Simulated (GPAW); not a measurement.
# B K-edge XANES of TiB2 (P6/mmm), part 2 of 4

How does the B K edge of TiB2 (P6/mmm) move when the bonds are compressed or stretched?

GPAW 26.7.0; X-ray absorption from dipole matrix elements to empty bands, plane-wave PAW PBE.

So far. Step 2 (Ground state of the crystal): The mesh shows no gap, so the system is treated as a metal and the core electron is put at the Fermi level (neutral cell).

### Step 4. Spectrum with XCH, B atom 2

The holes are 5.2 Å apart. In GPAW the data set carries the hole's charge, so charge=0 means a charged cell and charge=-1 a neutral one. The excited electron is kept in the cell, where it fills the lowest empty states and screens the hole. After the field has converged, empty bands are computed with the density fixed and the dipole matrix elements are summed.

The absorber has 3 B at 1.75 Å (trigonal planar, site symmetry -6m2).

File xas.py:

```python
import numpy as np
from ase import Atoms
from ase.parallel import parprint, paropen
from gpaw import GPAW, PW, FermiDirac, Mixer, MixerDif, setup_paths
from gpaw.test import gen
setup_paths.insert(0, '.')
gen('B', name='fch1s', xcname='PBE', corehole=(1, 0, 1), write_xml=True)
from gpaw.mpi import world
world.barrier()

atoms = Atoms('Ti6B12',
    cell=[[0, 5.24672831, 0],
     [-4.5438, -2.62336415, 0],
     [0, 0, 6.4568]],
    scaled_positions=[[0, 0, 0],
     [0.33333333, 0.66666667, 0],
     [0, 0, 0.5],
     [0.66666667, 0.33333333, 0],
     [0.33333333, 0.66666667, 0.5],
     [0.66666667, 0.33333333, 0.5],
     [0, 0.66666667, 0.25],
     [0.33333333, 0.33333333, 0.25],
     [0, 0.66666667, 0.75],
     [0.66666667, 0, 0.25],
     [0.33333333, 0.33333333, 0.75],
     [0.66666667, 0, 0.75],
     [0.33333333, 0, 0.25],
     [0.66666667, 0.66666667, 0.25],
     [0.33333333, 0, 0.75],
     [0, 0.33333333, 0.25],
     [0.66666667, 0.66666667, 0.75],
     [0, 0.33333333, 0.75]],
    pbc=True)
atoms.calc = calc = GPAW(legacy_gpaw=True, mode=PW(430, force_complex_dtype=True), xc='PBE', setups={6: 'fch1s'},
    kpts={'size': (5, 5, 4), 'gamma': True}, occupations=FermiDirac(0.1),
    charge=-1, mixer=Mixer(0.1, 5, 50), maxiter=150,
    convergence={'density': 0.0001, 'eigenstates': 1e-6}, txt='scf.txt')
energy = atoms.get_potential_energy() + calc.get_reference_energy()
ef = calc.get_fermi_level()
out = dict(energy=energy, fermi=ef, forces=atoms.get_forces().tolist())
parprint(f'all-electron energy {energy:.4f} eV, Fermi level {ef:.4f} eV')
ev = np.array([[calc.get_eigenvalues(k, s) for k in range(len(calc.get_ibz_k_points()))] for s in range(calc.get_number_of_spins())])
out['homo'], out['lumo'], out['counts'] = ev[ev < ef].max(), ev[ev > ef].min(), sorted(set((ev < ef).sum((0, 2)).tolist()))
out['filled'] = (ev[:, 0] < ef).sum(1).tolist()

from ase.units import Ha
from gpaw.xas import dipole_matrix_elements
nb = int(calc.get_number_of_electrons() / 2) + 125
top, nb = nb, nb + 8 + nb // 12
nscf = calc.fixed_density(kpts={'size': (7, 7, 5), 'gamma': True}, nbands=nb,
    convergence={'bands': top, 'eigenstates': 5e-3}, maxiter=60, txt='nscf.txt')
cell = atoms.cell.array
ops = [cell.T @ U.T @ np.linalg.inv(cell.T) for U in nscf.wfs.kd.symmetry.op_scc]
E = np.arange(-6, 34, 0.1)
fwhm = np.interp(E, [4, 25], [0.9, 3.5])
Y, X, zero, highest = 0, 0, 1e9, 1e9
for spin in range(nscf.get_number_of_spins()):
    wfs = nscf.wfs
    mine = wfs.bd.get_slice()  # this rank's bands
    A = dipole_matrix_elements(wfs.setups[6])
    eps = np.zeros((wfs.kd.nibzkpts, nb))
    d = np.zeros((3, A.shape[1], wfs.kd.nibzkpts, nb), complex)
    for kpt in wfs.kpt_u:
        if kpt.s == spin and 6 in kpt.P_ani:
            eps[kpt.k, mine] = kpt.eps_n * Ha
            d[:, :, kpt.k, mine] = (kpt.weight * wfs.nspins / 2) ** 0.5 * np.inner(A, kpt.P_ani[6])
    world.sum(eps)
    world.sum(d)
    T = np.einsum('amkn,bmkn->abkn', d, d.conj()).real
    T = sum(np.einsum('ai,ijkn,bj->abkn', R, T, R) for R in ops) / len(ops)
    empty = eps > ef
    zero, highest = min(zero, eps[empty].min()), min(highest, eps[:, top - 1].min())
    lines = [(eps, T, empty)] if spin == 0 else lines + [(eps, T, empty)]
for eps, T, empty in lines:
    f = np.einsum('aakn->akn', T).reshape(3, -1)
    x = eps.ravel() - zero
    w = np.interp(x, E, fwhm) / 2.35482
    g = np.exp(-0.5 * ((E[:, None] - x) / w) ** 2) / (w * (2 * np.pi) ** 0.5)
    Y = Y + (f * empty.ravel()) @ g.T
    X = X + (f * ~empty.ravel()) @ g.T
out.update(E=E.round(2).tolist(), xas=Y.tolist(), xes=X.tolist(), zero=zero, valid=highest - zero, nk=len(eps), nb=nb)
for i in range(0, len(E), 10):
    parprint(f'{E[i]:7.2f}', *(f'{v:10.3e}' for v in Y[:, i]))
import json
with paropen('out.json', 'w') as f:
    json.dump(out, f)
```

The run is started by

```console
> OMP_NUM_THREADS=1 mpirun -n 4 gpaw python xas.py
```

Numbers of over 12 decimals in the logs are rounded to 6 here.

The log of the run:

```text
Input parameters:
  charge: -1
  convergence: {density: 0.0001,
                eigenstates: 1e-06}
  kpts: {gamma: True,
         size: (5, 5, 4)}
  maxiter: 150
  mixer: {backend: pulay,
          beta: 0.1,
          method: separate,
          nmaxold: 5,
          weight: 50}
  mode: {ecut: 430.0,
         force_complex_dtype: True,
         name: pw}
  occupations: {fixmagmom: False,
                name: fermi-dirac,
                width: 0.1}
  setups: {6: fch1s}
  xc: PBE

Initialize ...

[... PAW data sets ...]

Reference energy: -147170.886159  # eV

Spin-paired calculation

[... convergence settings ...]
Symmetries present (total): 2
  [... symmetry matrices ...]

100 k-points: 5 x 5 x 4 Monkhorst-Pack grid + [0.000000,0.000000,1/8]
33 k-points in the irreducible part of the Brillouin zone
       k-points in crystal coordinates                weights
   0:     0.00000000    0.00000000    0.00000000          1/100
   1:     0.00000000    0.00000000    0.25000000          2/100
   2:     0.00000000    0.00000000    0.50000000          1/100
   3:     0.20000000   -0.40000000   -0.25000000          2/100
   4:     0.20000000   -0.40000000    0.00000000          2/100
   5:     0.20000000   -0.40000000    0.25000000          2/100
   6:     0.20000000   -0.40000000    0.50000000          2/100
   7:     0.20000000   -0.20000000   -0.25000000          4/100
   8:     0.20000000   -0.20000000    0.00000000          4/100
   9:     0.20000000   -0.20000000    0.25000000          4/100
          ...
  32:     0.40000000    0.40000000    0.50000000          4/100

Wave functions: Plane wave expansion
  Cutoff energy: 430.000 eV
  Number of coefficients (min, max): 3087, 3142
  Pulay-stress correction: 0.000000 eV/Ang^3 (de/decut=0.000000)
  Using FFTW library
  Wavefunction extrapolation:
    Improved wavefunction reuse through dual PAW basis

Occupation numbers: Fermi-Dirac:
  width: 0.1000  # eV

Eigensolver
   Davidson(niter=2)

Densities:
  Coarse grid: 27*27*32 grid
  Fine grid: 54*54*64 grid
  Total Charge: 0.000000

Density mixing:
  Method: separate
  Backend: pulay
  Linear mixing parameter: 0.1
  old densities: 5
  Width of damping distribution: 1.1
  Damping of long wavelength oscillations: 50

[... Hamiltonian set-up ...]
Number of atoms: 18
Number of atomic orbitals: 126
Number of bands in calculation: 70
Number of valence electrons: 109
Bands to converge: occupied

... initialized

Initializing position-dependent things.

Density initialized from atomic densities
Creating initial wave functions:
  70 bands from LCAO basis set

                  B
         B   B   B
              Ti
       B   B
        Ti      TiB
         B       B
             BTi
       B   B
        Ti      Ti

Atomic positions and initial magnetic moments

Positions:
   0 Ti     0.000000    0.000000    0.000000    ( 0.0000,  0.0000,  0.0000)
   1 Ti    -3.029200   -0.000000    0.000000    ( 0.0000,  0.0000,  0.0000)
   2 Ti     0.000000    0.000000    3.228400    ( 0.0000,  0.0000,  0.0000)
   3 Ti    -1.514600    2.623364    0.000000    ( 0.0000,  0.0000,  0.0000)
   4 Ti    -3.029200   -0.000000    3.228400    ( 0.0000,  0.0000,  0.0000)
   5 Ti    -1.514600    2.623364    3.228400    ( 0.0000,  0.0000,  0.0000)
   6 B     -3.029200   -1.748909    1.614200    ( 0.0000,  0.0000,  0.0000)
[...]
15 B     -1.514600   -0.874455    1.614200    ( 0.0000,  0.0000,  0.0000)
  16 B     -3.029200    1.748909    4.842600    ( 0.0000,  0.0000,  0.0000)
  17 B     -1.514600   -0.874455    4.842600    ( 0.0000,  0.0000,  0.0000)

Unit cell:
           periodic     x           y           z      points  spacing
  1. axis:    yes    0.000000    5.246728    0.000000    27     0.1683
  2. axis:    yes   -4.543800   -2.623364    0.000000    27     0.1683
  3. axis:    yes    0.000000    0.000000    6.456800    32     0.2018

  Lengths:   5.246728   5.246728   6.456800
  Angles:   90.000000  90.000000 120.000000

Effective grid spacing dv^(1/3) = 0.1876

iter:   1  -170.930369
iter:   2  -159.328756   -0.44  -0.99
iter:   3  -152.066534   +0.08  -1.12
iter:   4  -152.467220   -0.44  -1.49
iter:   5  -152.657458   -1.22  -1.63
iter:   6  -154.286358   -0.83  -1.66
iter:   7  -152.851776   -1.20  -1.63
iter:   8  -152.924277   -2.07  -2.12
iter:   9  -153.153853   -0.79  -2.12
iter:  10  -152.858694   -2.18  -1.98
iter:  11  -152.824156   -2.68  -2.31
iter:  12  -152.835944c  -3.51  -2.51
iter:  13  -152.816017c  -2.21  -2.42
iter:  14  -152.816145c  -3.28  -2.83
iter:  15  -152.816198c  -3.95  -2.92
iter:  16  -152.815778c  -4.18  -3.14
iter:  17  -152.815999c  -3.93  -3.54
iter:  18  -152.815756c  -4.98  -3.63
iter:  19  -152.815762c  -5.44  -3.87
iter:  20  -152.815756c  -6.30c -4.00c

Converged after 20 iterations.

Dipole moment: (-0.083170, -0.048018, -0.106121) |e|*Ang

Energy contributions relative to reference atoms: (reference = -147170.886159)

Kinetic:       +130.459366
Potential:     -123.540452
External:        +0.000000
XC:            -159.820647
Entropy (-ST):   -0.098394
Local:           +0.135175
SIC:             +0.000000
--------------------------
Free energy:   -152.864953
Extrapolated:  -152.815756

Showing only first 2 kpts
 Kpt  Band  Eigenvalues  Occupancy
  0    52     10.58051    1.99999
  0    53     11.34640    1.98787
  0    54     11.34640    1.98787
  0    55     12.02908    0.30176

  1    52     10.69392    1.99998
  1    53     11.53601    1.92190
  1    54     11.53601    1.92189
[...]
Fermi level: 11.85631

No gap
No difference between direct/indirect transitions

Forces in eV/Ang:
  0 Ti    0.06007    0.03468   -0.05132
  1 Ti   -0.00000   -0.06936   -0.05132
  2 Ti    0.06007    0.03468    0.05132
  3 Ti   -0.06007    0.03468   -0.05132
  4 Ti   -0.00000   -0.06936    0.05132
  5 Ti   -0.06007    0.03468    0.05132
  6 B     0.00004    0.00002    0.00000
[...]
15 B    -0.66729   -0.38526   -0.00000
 16 B    -0.00000    0.06710   -0.00000
 17 B    -0.05812   -0.03356   -0.00000
Scalar-relativistic atomic PBE calculation for B (Boron, Z=5)
Core hole in 1s state (1s occupation: 1.0)
300 radial gridpoints.
|------------------------------------------------|
|------------------------------------------------|
[... the atom generator's iteration count ...]

Energy contributions:
-------------------------
Kinetic:      +16.923827
XC:            -2.446370
Potential:    -31.470903
-------------------------
Total:        -16.993446

state      eigenvalue         ekin         rmax
-----------------------------------------------
1s^1.0 :    -8.619813    12.014061        0.202
2s^2.0 :    -0.872538     1.686908        1.272
2p^1.0 :    -0.649578     1.535951        1.118
-----------------------------------------------
(units: Bohr and Hartree)

Generating PAW setup
Kinetic energy of the core from tauc = 12.018096
Cutoffs:
rc(s)=1.200
rc(p)=1.200
rc(d)=1.200
rc(vbar)=1.080
rc(comp)=1.200
rc(nct)=1.200

Kinetic energy of the core states: 12.014061
Charge: 1.0
Core electrons: 1.0
Valence electrons: 3.0
Pseudo-core charge: 0.035742
Shape function alpha=6.944
Pseudo-electron charge 3.043936
state    eigenvalue         norm
--------------------------------
2s(2) :    -0.872538     1.031866
*s    :     0.127462
2p(1) :    -0.649578     0.944462
*p    :     0.350422
*d    :     0.000000
--------------------------------

Diagonalizing with gridspacing h=0.050

state   all-electron     PAW
-------------------------------
2s:      -0.872538    -0.873275
2p:      -0.649578    -0.650581
*d:                   -0.077574
*f:                   -0.014711
-------------------------------
all-electron energy -147323.7019 eV, Fermi level 11.8563 eV
[...]
31.00  2.894e-04  2.895e-04  3.366e-04
  32.00  2.514e-04  2.514e-04  3.762e-04
  33.00  1.996e-04  1.997e-04  3.940e-04
```

Wall time 4 min (4 MPI ranks of Intel Xeon Platinum 8488C (Sapphire Rapids), shared host); peak memory 0.67 GiB; 16 min of CPU time.

The B K spectrum, B atom 2, excited-electron core hole (neutral cell) (energy from the lowest empty level; intensity scaled to a mean of 1 over the first 20 eV; polarised curves are means over the symmetry-equivalent atoms):

| E (eV) | isotropic | ε ⊥ c | ε ∥ c |
| --- | --- | --- | --- |
| -2.0 | 0.00 | 0.00 | 0.00 |
| -1.5 | 0.00 | 0.00 | 0.00 |
| -1.0 | 0.00 | 0.00 | 0.00 |
| -0.5 | 0.04 | 0.03 | 0.05 |
| 0.0 | 0.23 | 0.21 | 0.28 |
| 0.5 | 0.52 | 0.49 | 0.57 |
| 1.0 | 0.80 | 0.79 | 0.82 |
| 1.5 | 0.97 | 1.02 | 0.86 |
| 2.0 | 1.00 | 1.10 | 0.79 |
| 2.5 | 1.06 | 1.10 | 0.99 |
| 3.0 | 0.98 | 0.83 | 1.29 |
| 3.5 | 0.99 | 0.52 | 1.94 |
| 4.0 | 1.22 | 0.37 | 2.91 |
| 4.5 | 1.08 | 0.24 | 2.77 |
| 5.0 | 1.01 | 0.27 | 2.49 |
| 5.5 | 1.16 | 0.54 | 2.39 |
| 6.0 | 1.11 | 0.89 | 1.54 |
| 6.5 | 1.09 | 1.21 | 0.85 |
| 7.0 | 1.19 | 1.51 | 0.54 |
| 7.5 | 1.35 | 1.82 | 0.40 |
| 8.0 | 1.49 | 2.05 | 0.36 |
| 8.5 | 1.55 | 2.12 | 0.41 |
| 9.0 | 1.53 | 2.05 | 0.48 |
| 9.5 | 1.42 | 1.85 | 0.54 |
| 10.0 | 1.24 | 1.57 | 0.57 |
| 10.5 | 1.08 | 1.34 | 0.56 |
| 11.0 | 1.02 | 1.25 | 0.56 |
| 11.5 | 1.04 | 1.25 | 0.61 |
| 12.0 | 1.06 | 1.24 | 0.70 |
| 12.5 | 1.05 | 1.18 | 0.81 |
| 13.0 | 1.05 | 1.11 | 0.93 |
| 13.5 | 1.05 | 1.05 | 1.05 |
| 14.0 | 1.04 | 1.00 | 1.12 |
| 14.5 | 1.02 | 0.98 | 1.12 |
| 15.0 | 1.02 | 1.01 | 1.05 |
| 15.5 | 1.03 | 1.09 | 0.91 |
| 16.0 | 1.04 | 1.18 | 0.76 |
| 16.5 | 1.02 | 1.23 | 0.60 |
| 17.0 | 0.94 | 1.18 | 0.47 |
| 17.5 | 0.80 | 1.03 | 0.36 |
| 18.0 | 0.62 | 0.80 | 0.27 |
| 18.5 | 0.44 | 0.56 | 0.21 |
| 19.0 | 0.30 | 0.36 | 0.17 |
| 19.5 | 0.21 | 0.23 | 0.17 |
| 20.0 | 0.18 | 0.16 | 0.21 |
| 20.5 | 0.18 | 0.13 | 0.28 |
| 21.0 | 0.21 | 0.13 | 0.38 |
| 21.5 | 0.25 | 0.13 | 0.48 |
| 22.0 | 0.29 | 0.15 | 0.58 |
| 22.5 | 0.34 | 0.18 | 0.66 |
| 23.0 | 0.38 | 0.21 | 0.71 |
| 23.5 | 0.42 | 0.26 | 0.75 |
| 24.0 | 0.46 | 0.31 | 0.76 |
| 24.5 | 0.50 | 0.37 | 0.76 |
| 25.0 | 0.54 | 0.43 | 0.75 |
| 25.5 | 0.58 | 0.50 | 0.73 |
| 26.0 | 0.62 | 0.57 | 0.72 |
| 26.5 | 0.65 | 0.63 | 0.70 |
| 27.0 | 0.68 | 0.69 | 0.68 |
| 27.5 | 0.70 | 0.73 | 0.65 |
| 28.0 | 0.70 | 0.74 | 0.63 |
| 28.5 | 0.69 | 0.73 | 0.61 |
| 29.0 | 0.67 | 0.71 | 0.59 |
| 29.5 | 0.65 | 0.67 | 0.59 |
| 30.0 | 0.63 | 0.64 | 0.61 |
| 30.5 | 0.62 | 0.61 | 0.63 |
| 31.0 | 0.61 | 0.58 | 0.67 |
| 31.5 | 0.60 | 0.54 | 0.71 |
| 32.0 | 0.58 | 0.50 | 0.75 |

Main maxima below 24 eV (height): 2.5 eV (1.06), 4.1 eV (1.23), 5.6 eV (1.17), 8.6 eV (1.55) and 12.1 eV (1.06). A K edge sees empty p states on the absorber.

The total-energy difference is 193.25 eV. One term is added: -5.59 eV, since the hole is spin-paired here and a spin-polarised one costs that much less in the free atom (computed apart). The photon energy is then 187.66 eV. The functional leaves an error of a few eV in such absolute values.

### Step 5. Reference energy of the supercell

The cell changes for the next run, so it gets a reference energy of its own.

The cell differs from the one that the last finished run ended in (a 5.247 → 5.140 Å, b 5.247 → 5.140 Å, c 6.457 → 6.325 Å).

File scf.py:

```python
import numpy as np
from ase import Atoms
from ase.parallel import parprint, paropen
from gpaw import GPAW, PW, FermiDirac, Mixer, MixerDif, setup_paths
from gpaw.test import gen
setup_paths.insert(0, '.')
gen('B', name='nch1s', xcname='PBE', corehole=(1, 0, 0), write_xml=True)
from gpaw.mpi import world
world.barrier()

atoms = Atoms('Ti6B12',
    cell=[[0, 5.13962216, 0],
     [-4.45104336, -2.56981108, 0],
     [0, 0, 6.32499159]],
    scaled_positions=[[0, 0, 0],
     [0.33333333, 0.66666667, 0],
     [0, 0, 0.5],
     [0.66666667, 0.33333333, 0],
     [0.33333333, 0.66666667, 0.5],
     [0.66666667, 0.33333333, 0.5],
     [0, 0.66666667, 0.25],
     [0.33333333, 0.33333333, 0.25],
     [0, 0.66666667, 0.75],
     [0.66666667, 0, 0.25],
     [0.33333333, 0.33333333, 0.75],
     [0.66666667, 0, 0.75],
     [0.33333333, 0, 0.25],
     [0.66666667, 0.66666667, 0.25],
     [0.33333333, 0, 0.75],
     [0, 0.33333333, 0.25],
     [0.66666667, 0.66666667, 0.75],
     [0, 0.33333333, 0.75]],
    pbc=True)
atoms.calc = calc = GPAW(legacy_gpaw=True, mode=PW(430, force_complex_dtype=True), xc='PBE', setups={6: 'nch1s'},
    kpts={'size': (5, 5, 4), 'gamma': True}, occupations=FermiDirac(0.1),
    charge=0, mixer=Mixer(0.1, 5, 50), maxiter=150,
    convergence={'density': 0.0001, 'eigenstates': 1e-6}, txt='scf.txt')
energy = atoms.get_potential_energy() + calc.get_reference_energy()
ef = calc.get_fermi_level()
out = dict(energy=energy, fermi=ef, forces=atoms.get_forces().tolist())
parprint(f'all-electron energy {energy:.4f} eV, Fermi level {ef:.4f} eV')
ev = np.array([[calc.get_eigenvalues(k, s) for k in range(len(calc.get_ibz_k_points()))] for s in range(calc.get_number_of_spins())])
out['homo'], out['lumo'], out['counts'] = ev[ev < ef].max(), ev[ev > ef].min(), sorted(set((ev < ef).sum((0, 2)).tolist()))
out['filled'] = (ev[:, 0] < ef).sum(1).tolist()
import json
with paropen('out.json', 'w') as f:
    json.dump(out, f)
```

The run is started by

```console
> OMP_NUM_THREADS=1 mpirun -n 4 gpaw python scf.py
```

The log of the run:

```text
Input parameters:
  convergence: {density: 0.0001,
                eigenstates: 1e-06}
  kpts: {gamma: True,
         size: (5, 5, 4)}
  maxiter: 150
  mixer: {backend: pulay,
          beta: 0.1,
          method: separate,
          nmaxold: 5,
          weight: 50}
  mode: {ecut: 430.0,
         force_complex_dtype: True,
         name: pw}
  occupations: {fixmagmom: False,
                name: fermi-dirac,
[...]
2s(2) :    -0.347030     1.005232
*s    :     0.652970
2p(1) :    -0.132526     0.982729
*p    :     0.867474
*d    :     0.000000
--------------------------------

Diagonalizing with gridspacing h=0.050

state   all-electron     PAW
-------------------------------
2s:      -0.347030    -0.347449
2p:      -0.132526    -0.132867
*d:                    0.040435
*f:                    0.071313
-------------------------------
all-electron energy -147516.3899 eV, Fermi level 12.2277 eV
[key lines of the parts left out:]
Converged after 23 iterations.
Dipole moment: (0.000000, 0.000000, -0.000135) |e|*Ang
Free energy:   -138.474893
Fermi level: 12.22774
```

Elapsed: 88 s, on 4 MPI ranks; peak memory 0.35 GiB; 5.8 min of CPU time.

Reference energy: -147516.390 eV with the cores included.

### Step 6. Spectrum with XCH, B atom 2

Shorter bonds are expected to push antibonding states and scattering resonances up, and longer ones down; the cell is scaled to test that.

Changed against the first core-hole run: volume scale from 1 to 0.94.

xas.py: that of step 4 with these lines changed.

```diff
@@ -11,5 +11,5 @@
 atoms = Atoms('Ti6B12',
-    cell=[[0, 5.24672831, 0],
-     [-4.5438, -2.62336415, 0],
-     [0, 0, 6.4568]],
+    cell=[[0, 5.13962216, 0],
+     [-4.45104336, -2.56981108, 0],
+     [0, 0, 6.32499159]],
     scaled_positions=[[0, 0, 0],
@@ -47,3 +47,3 @@
 from gpaw.xas import dipole_matrix_elements
-nb = int(calc.get_number_of_electrons() / 2) + 125
+nb = int(calc.get_number_of_electrons() / 2) + 119
 top, nb = nb, nb + 8 + nb // 12
```

The run is started by

```console
> OMP_NUM_THREADS=1 mpirun -n 4 gpaw python xas.py
```

The log of the run:

```text
Input parameters:
  charge: -1
  convergence: {density: 0.0001,
                eigenstates: 1e-06}
  kpts: {gamma: True,
         size: (5, 5, 4)}
  maxiter: 150
  mixer: {backend: pulay,
          beta: 0.1,
          method: separate,
          nmaxold: 5,
          weight: 50}
  mode: {ecut: 430.0,
         force_complex_dtype: True,
         name: pw}
  occupations: {fixmagmom: False,
[...]
*p    :     0.350422
*d    :     0.000000
--------------------------------

Diagonalizing with gridspacing h=0.050

state   all-electron     PAW
-------------------------------
2s:      -0.872538    -0.873275
2p:      -0.649578    -0.650581
*d:                   -0.077574
*f:                   -0.014711
-------------------------------
all-electron energy -147323.3342 eV, Fermi level 12.6828 eV
[...]
32.00  2.959e-04  2.959e-04  3.107e-04
  33.00  2.656e-04  2.656e-04  3.515e-04
[key lines of the parts left out:]
Converged after 22 iterations.
Dipole moment: (-0.081037, -0.046788, -0.104287) |e|*Ang
Free energy:   -152.493545
Fermi level: 12.68281
```

It took 5.2 min on 4 MPI ranks; peak memory 0.86 GiB; 21 min of CPU time.

| E (eV) | first run | this run |
| --- | --- | --- |
| -2.0 | 0.00 | 0.00 |
| -1.0 | 0.00 | 0.00 |
| 0.0 | 0.23 | 0.22 |
| 1.0 | 0.80 | 0.72 |
| 2.0 | 1.00 | 0.94 |
| 3.0 | 0.98 | 1.00 |
| 4.0 | 1.22 | 1.02 |
| 5.0 | 1.01 | 1.02 |
| 6.0 | 1.11 | 1.13 |
| 7.0 | 1.19 | 0.98 |
| 8.0 | 1.49 | 1.22 |
| 9.0 | 1.53 | 1.47 |
| 10.0 | 1.24 | 1.38 |
| 11.0 | 1.02 | 1.08 |
| 12.0 | 1.06 | 0.99 |
| 13.0 | 1.05 | 1.02 |
| 14.0 | 1.04 | 1.03 |
| 15.0 | 1.02 | 1.00 |
| 16.0 | 1.04 | 0.98 |
| 17.0 | 0.94 | 1.02 |
| 18.0 | 0.62 | 0.93 |
| 19.0 | 0.30 | 0.63 |
| 20.0 | 0.18 | 0.31 |
| 21.0 | 0.21 | 0.19 |
| 22.0 | 0.29 | 0.21 |
| 23.0 | 0.38 | 0.29 |
| 24.0 | 0.46 | 0.37 |
| 25.0 | 0.54 | 0.44 |
| 26.0 | 0.62 | 0.51 |
| 27.0 | 0.68 | 0.59 |
| 28.0 | 0.70 | 0.66 |
| 29.0 | 0.67 | 0.70 |
| 30.0 | 0.63 | 0.68 |
| 31.0 | 0.61 | 0.63 |
| 32.0 | 0.58 | 0.60 |

The scaled spectrum changes by 14 % r.m.s. The highest intensity below 16 eV goes from 8.6 eV (1.55) to 9.2 eV (1.48).

The photon energy of the zero moves by -0.19 eV.

[end of part 2 of 4]

[Banner, clock and machine lines of the logs are left out without a mark of their own.]

[Logs are printed without paths, hosts, clocks, repeated set-up lines and the standing remarks that a program may print on its own settings, such as how far it seeks lower states.]

[Hosts, paths, dates, database ids (printed as entryN), source tags and the programs' standing remarks are cut or masked in the printed files.]

[Lists of maxima count a maximum above −3 eV only where it reaches 4 % of the highest in the window and stands out from its surroundings by 2 % of it (1.5 % where it reaches 55 %); shoulders and weaker maxima are passed over, and of the rest the first, up to two pre-edge ones and the few strongest are named.]
